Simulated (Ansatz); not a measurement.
## Where O_C puts its levels in the gap of SiC (P6_3mc)

Charge states of O_C in SiC (P6_3mc), set against the band edges. Model: a cell of 108 host atoms with 1 C taken out and 1 O put in.

Program: Ansatz 0.2.0. Level of theory: place-levels on r2SCAN runs: charge-transition levels and formation energies with image-charge correction and potential alignment at the atomic sites; PAW set soft_1. Results are calculated unless marked as measured.

The experiments to compare with:

“Charge spill-out and work function of few-layer graphene on SiC(0001)” (2018, arxiv:1806.04908) quotes from earlier work for SiC, 6H (bulk crystal, literature): band gap (indirect gap, experimental literature value) 3.03 eV [Literature value cited in passing in the theory part; temperature and measurement method …].

## 1. The starting structure

The cell holds 108 atoms: 54 Si, 53 C and 1 O. Its edges and angles: a = 9.236 Å, b = 9.236 Å, c = 15.108 Å, α = 90.0°, β = 90.0°, γ = 120.0°. It derives from SiC (space group P6_3mc). Nearest the centre at fractional (0.556, 0.444, 0.542): O59 at 0.00 Å, Si89 at 1.89 Å, Si53 at 1.89 Å, Si101 at 1.89 Å, Si51 at 1.89 Å, C23 at 3.08 Å, C47 at 3.08 Å, C11 at 3.08 Å.

Screening for the image-charge correction: ε∞ = (7.09, 7.09, 7.35), ε0 = (10.43, 10.43, 10.95), computed on the host (DFPT, PBEsol, on the r2SCAN cell), and a cell off the functional's own equilibrium shifts the ionic part.

The cell's shortest repeat is 9.2 Å.

## 2. What was run first

A transition level is the Fermi level at which two charge states cost the same, so each charge needs its own total energy, at its own relaxed structure.

Random displacements of about 0.05 Å break the site symmetry at the start, so that the relaxation can reach a distorted minimum if there is one. Forces are taken at one point at (¼, ¼, ¼). The cell holds 1 electron more than the neutral one, with a uniform background that keeps it neutral on the whole. The electron count is odd, so at least one spin is unpaired; this run locks the moment at 1 μB.

The sampling was tested on the host first: at the k-points planned (1x1x1 shifted 0.25 0.25 0.25) its energy lies -0.041 eV an atom from the dense-mesh value, a large miss, so this sampling is coarse for the host.

One of the inputs; charge, spin and start change from state to state.

The input, qm1_M1.relax/input.yaml:

```yaml
crystal:
  lattice:
    - [3.07866498, 0.0, 0.0]
    - [-1.53933249, 2.66620208, 0.0]
    - [0.0, 0.0, 15.1078644]
  atoms:
    - { symbol: Si, position: [0.33333333, 0.66666667, 0.8329854] }
    - { symbol: Si, position: [0.66666667, 0.33333333, 0.3329854] }
    - { symbol: Si, position: [0.66666667, 0.33333333, 0.66650102] }
    - { symbol: Si, position: [0.33333333, 0.66666667, 0.16650102] }
    - { symbol: Si, position: [0.0, 0.0, 0.49972248] }
    - { symbol: Si, position: [0.0, 0.0, 0.99972248] }
    - { symbol: C, position: [0.0, 0.0, 0.87436694] }
    - { symbol: C, position: [0.0, 0.0, 0.37436694] }
    - { symbol: C, position: [0.33333333, 0.66666667, 0.70799668] }
    - { symbol: C, position: [0.66666667, 0.33333333, 0.20799668] }
    - { symbol: C, position: [0.66666667, 0.33333333, 0.54152848] }
    - { symbol: C, position: [0.33333333, 0.66666667, 0.04152848] }
  supercell: [3, 3, 1]
  defects: [{ substitution: { at: 58, symbol: O } }]
total_charge: -1
basis:
  ecutwfc: 500
  xc_grid: 2
hamiltonian:
  xc: r2scan
  pseudopotentials: { kind: paw, azcp: { folder: soft_1 } }
kpoints:
  mp_grid: { grid: [1, 1, 1], shift: [0.25, 0.25, 0.25] }
magnetization:
  spin_polarized: true
  initial_magnetization: 1
  spin_locking: { lock_magnetization: hard }
scf:
  occupations: { method: fixed }
  max_iter: 80
output:
  forces: true
  charged_corrections:
    epsilon: [7.09, 7.09, 7.35]
    static_epsilon: [10.43, 10.43, 10.95]
relax:
  f_tol: 0.02
  max_steps: 80
  random_displacement: { amplitude: 0.05, seed: 8008 }
checkpoint:
  write: "../qm1_M1.relax.run"
  compress: false
  write_wavefunctions: true
  write_every: 100000
```

On the command line:

```
> ansatz run input.yaml --threads 4 --pin off --max-ram 15073MiB --backend cpu --events-out ev --progress --plain --runs-dir out
```

Defect states can disperse in a cell of this size, so the energy is taken again at a 2×2×2 shifted mesh, on the relaxed structure.

The run of this state that the levels use, under r2SCAN:

The input, qm1_M1.point/input.yaml:

```yaml
crystal:
  checkpoint: "../qm1_M1.relax.run"
  host: checkpoint
total_charge: -1
basis:
  ecutwfc: 500
  xc_grid: 2
hamiltonian:
  xc: r2scan
  pseudopotentials: { kind: paw, azcp: { folder: soft_1 } }
kpoints:
  mp_grid: { grid: [2, 2, 2], shift: [0.5, 0.5, 0.5] }
magnetization:
  spin_polarized: true
  initial_magnetization: 1
  spin_locking: { lock_magnetization: hard }
scf:
  occupations: { method: fermi_dirac, width: 0.01 }
  max_iter: 80
output:
  forces: true
  eigenvalues: true
  charged_corrections:
    epsilon: [7.09, 7.09, 7.35]
    static_epsilon: [10.43, 10.43, 10.95]
    defect_position: [0.555556, 0.444444, 0.541528]
  eigenstates: { localisation: true }
  populations: true
  efg: {}
  band_densities: [{ bands: [v1, v1] }, { bands: [c1, c1] }]
  write_density: true
  write_potential: true
  volumetric_format: npy
checkpoint:
  read: "../qm1_M1.relax.run"
  write: "../qm1_M1.point.run"
  compress: false
  write_wavefunctions: false
  write_every: 100000
```

Relaxations under r2SCAN at one point at (¼, ¼, ¼); times on 4 threads of Intel Xeon Platinum 8488C (Sapphire Rapids), shared host:

```csv
charge,moment (μB),occupations,outcome,steps,largest displacement against the far atoms (Å),time
−1,1,fixed,converged,9,0.32,4.6 min
0,0,fixed,converged,12,0.33,2.6 min
+1,1,fixed,converged,9,0.32,4.9 min
+2,0,fixed,converged,8,0.14,1.8 min
0,2,fixed,converged,8,0.30,3.9 min
```

Single points under r2SCAN at a 2×2×2 shifted mesh; times on 4 threads of Intel Xeon Platinum 8488C (Sapphire Rapids), shared host:

```csv
charge,moment (μB),occupations,outcome,time
−1,1,fermi-dirac,converged,3.7 min
0,0,fermi-dirac,converged,80 s
+1,1,fermi-dirac,converged,3.4 min
+2,0,fermi-dirac,converged,82 s
0,2,fermi-dirac,converged,4.7 min
```

Distances (Å) from O59 to the nearest atoms after relaxation with r2SCAN:

```csv
charge,moment (μB),1.,2.,3.,4.,5.,6.
−1,1,Si 1.86,Si 1.86,Si 1.90,Si 2.48,C 2.83,C 2.83
0,0,Si 1.85,Si 1.86,Si 1.90,Si 2.48,C 2.82,C 2.82
0,2,Si 1.88,Si 1.88,Si 1.89,Si 2.47,C 2.86,C 2.86
+1,1,Si 1.89,Si 1.90,Si 1.91,Si 2.44,C 2.91,C 2.91
+2,0,Si 1.99,Si 1.99,Si 1.99,Si 2.05,C 3.05,C 3.06
```

## 3. Placing the levels, r2SCAN

A charged cell interacts with its images and the background, and its potential has another zero than the host's. place-levels removes the first by a point-charge model, screened by the static dielectric constant since the ions have relaxed around the charge, and the second by comparing potentials at atoms far from the defect.

The host is a run of the defect-free crystal in the same cutoffs, grids and k-points, so that basis and sampling errors cancel in part in the differences. The host is run in a cell of 12 atoms on a matching mesh. Its band edges are searched through the zone by a band path, so the gap is smaller than, or equal to, that on the mesh. Chemical potentials are energies per atom of C (diamond) and O (O2 molecule), run with the same functional and cutoff. Carbon is taken as diamond, which semilocal functionals can put about 0.1 eV an atom over graphite.

The input, levels.point.yaml:

```yaml
host:
  run: host.point.run
states: [qm1_M1.point.run, q0.point.run, qp1_M1.point.run, qp2.point.run, q0_M2.point.run]
geometry_from:
  qm1_M1.point.run: qm1_M1.relax.run
  q0.point.run: q0.relax.run
  qp1_M1.point.run: qp1_M1.relax.run
  qp2.point.run: qp2.relax.run
  q0_M2.point.run: q0_M2.relax.run
  host.point.run: host.relax.run
chemical_potentials:
  C:
    energy: -251.553391
    dataset: "<sha256 of the dataset>"
  O:
    energy: -565.989614
    dataset: <sha256 of the dataset>
epsilon: [7.09, 7.09, 7.35]
static_epsilon: [10.43, 10.43, 10.95]
vertical:
  - { from: qm1_M1.point.run, to: qm1_M1.point_neutral.run }
  - { from: qp1_M1.point.run, to: qp1_M1.point_neutral.run }
  - { from: qp2.point.run, to: qp2.point_neutral.run }
```

On the command line:

```
> ansatz place-levels levels.point.yaml -- --threads 4 --pin off --max-ram 15073MiB
```

Numbers of over 12 decimals in the logs are rounded to 6 here.

Log:

```text
[... repeated set-up lines and file paths are left out, and long positions are rounded to six places ...]
(+2/+1) 1.583 eV above the valence edge, 0.785 eV under the conduction edge
(+1/0) 2.062 eV above the valence edge, 0.306 eV under the conduction edge
(0/-1) 2.408 eV above the valence edge (+2.757 eV without the band-filling correction), in the conduction band
formation energy of charge +2: -3.197 eV with the Fermi level at the valence edge
formation energy of charge +1: -1.614 eV with the Fermi level at the valence edge
formation energy of charge 0: +0.448 eV with the Fermi level at the valence edge
formation energy of charge -1: +2.856 eV with the Fermi level at the valence edge
vertical -1 to 0: no energy, since no alignment is typed
  the change from vertical[0].from (qm1_M1.point.run) to vertical[0].to (qm1_M1.point_neutral.run): by its potential at epsilon [7.09, 7.09, 7.35] it stands at 0.676 0.324 0.233, with an rms radius of about 6.7 Å (3.3 3.3 4.9 Å across the planes of the cell's [...]
vertical +1 to 0: no energy, since no alignment is typed
  the change from vertical[1].from (qp1_M1.point.run) to vertical[1].to (qp1_M1.point_neutral.run): by its spins about the atoms it stands at 0.549 0.451 0.643, with an rms radius of about 3.6 Å (1.8 1.8 2.5 Å across the planes of the cell's vectors); [...]
vertical +2 to 0: no energy, since no alignment is typed
  the change from vertical[2].from (qp2.point.run) to vertical[2].to (qp2.point_neutral.run): by its potential at epsilon [7.09, 7.09, 7.35] it stands at 0.560 0.441 0.563, with an rms radius of about 3.6 Å (2.0 2.0 2.2 Å across the planes of the cell's [...]
  edges by r2scan, gap 2.368 eV; the host is sampled to repeats of 18.47 Å
  the defect's cells are sampled to repeats of 18.47 Å, like sampling
  charge +2: -48468.4348 eV with its correction of +0.634 eV, at epsilon [10.43, 10.43, 10.95], aligned at sites: -0.0160 eV, mean over 69 atomic sites at or beyond 4.62 Å from the host's site at [0.5553, 0.4447, 0.5416] by the defect at [0.5556, 0.4444, [...]
  charge +1: -48457.4173 eV with its correction of +0.173 eV, at epsilon [10.43, 10.43, 10.95], aligned at sites: +0.0060 eV, mean over 69 atomic sites at or beyond 4.62 Å from the host's site at [0.5553, 0.4447, 0.5416] by the defect at [0.5556, 0.4444, [...]
  charge 0: +0.000 eV for its dipole among its images, +0.003 omitted
  charge -1: -48433.7293 eV with its correction of +0.044 eV, at epsilon [10.43, 10.43, 10.95], aligned at sites: +0.1223 eV, mean over 69 atomic sites at or beyond 4.62 Å from the host's site at [0.5553, 0.4447, 0.5416] by the defect at [0.5556, 0.4444, [...]
  states[0] (qm1_M1.point.run): levels filled in part (TS 0.007 eV): its energy is of no whole electron's
  charge 0: states[4] (q0_M2.point.run) stands 0.410 eV higher, with a moment of 2.00 μB against 0.00
  states[4] (q0_M2.point.run): levels filled in part (TS 0.004 eV): its energy is of no whole electron's
  of states[3] (qp2.point.run): it parts from the run at its places by a charge that spreads by about 2 Å along one vector (1.4 Å or more is wide), by its potential at epsilon [7.09, 7.09, 7.35], taken for that of held ions (one typed too small widens it), [...]
  of states[2] (qp1_M1.point.run): it parts from the run at its places by a charge that spreads by about 1.8 Å along one vector (1.4 Å or more is wide), by the spins about the atoms, where the cell does not tell a trapped carrier from a band state. [...]
  of states[0] (qm1_M1.point.run): it parts from the run at its places by a charge that spreads by about 3.3 Å along one vector (1.4 Å or more is wide), by its potential at epsilon [7.09, 7.09, 7.35], taken for that of held ions (one typed too small widens [...]
  of states[4] (q0_M2.point.run): its alignment with the host at atomic sites is doubtful: the mean over the far sites moves by -0.0677 eV from their farther parts to their nearer, more than 0.05 eV. [...]
  vertical[0].from (qm1_M1.point.run): levels filled in part (TS 0.007 eV): its energy is of no whole electron's
  of vertical[0].from (qm1_M1.point.run): its sublattices stand up to 0.0082 Å off the host's, which by the two runs' forces adds about +0.02 eV to its energy against the host's, and moves the band edges: relax the crystal first, and build the cells on it; [...]
  of vertical[1].from (qp1_M1.point.run): stability_check_not_made; [...]
  of vertical[2].from (qp2.point.run): it parts from the run at its places by a charge that spreads by about 2 Å along one vector (1.4 Å or more is wide), by its potential at epsilon [7.09, 7.09, 7.35], taken for that of held ions (one typed too small widens [...]
```

The job ended after 0.55 s (4 threads of Intel Xeon Platinum 8488C (Sapphire Rapids), shared host).

[end of part 1 of 2]

[Logs are printed without paths, hosts, clocks, repeated set-up lines and the standing remarks that a program may print on its own settings, such as how far it seeks lower states.]

[Hosts, paths, dates, database ids (printed as entryN), source tags and the programs' standing remarks are cut or masked in the printed files.]

[Where a table of states has a column of steps, it counts the stored structures, which are thinned; the runs took as many ionic steps or more.]

[A defect's name tells the site on which it was built; relaxed atoms can leave that site.]

[For some hosts the program warned that the k-mesh of the response run may be too coarse for force constants and the static dielectric constant; such warnings are not shown here.]
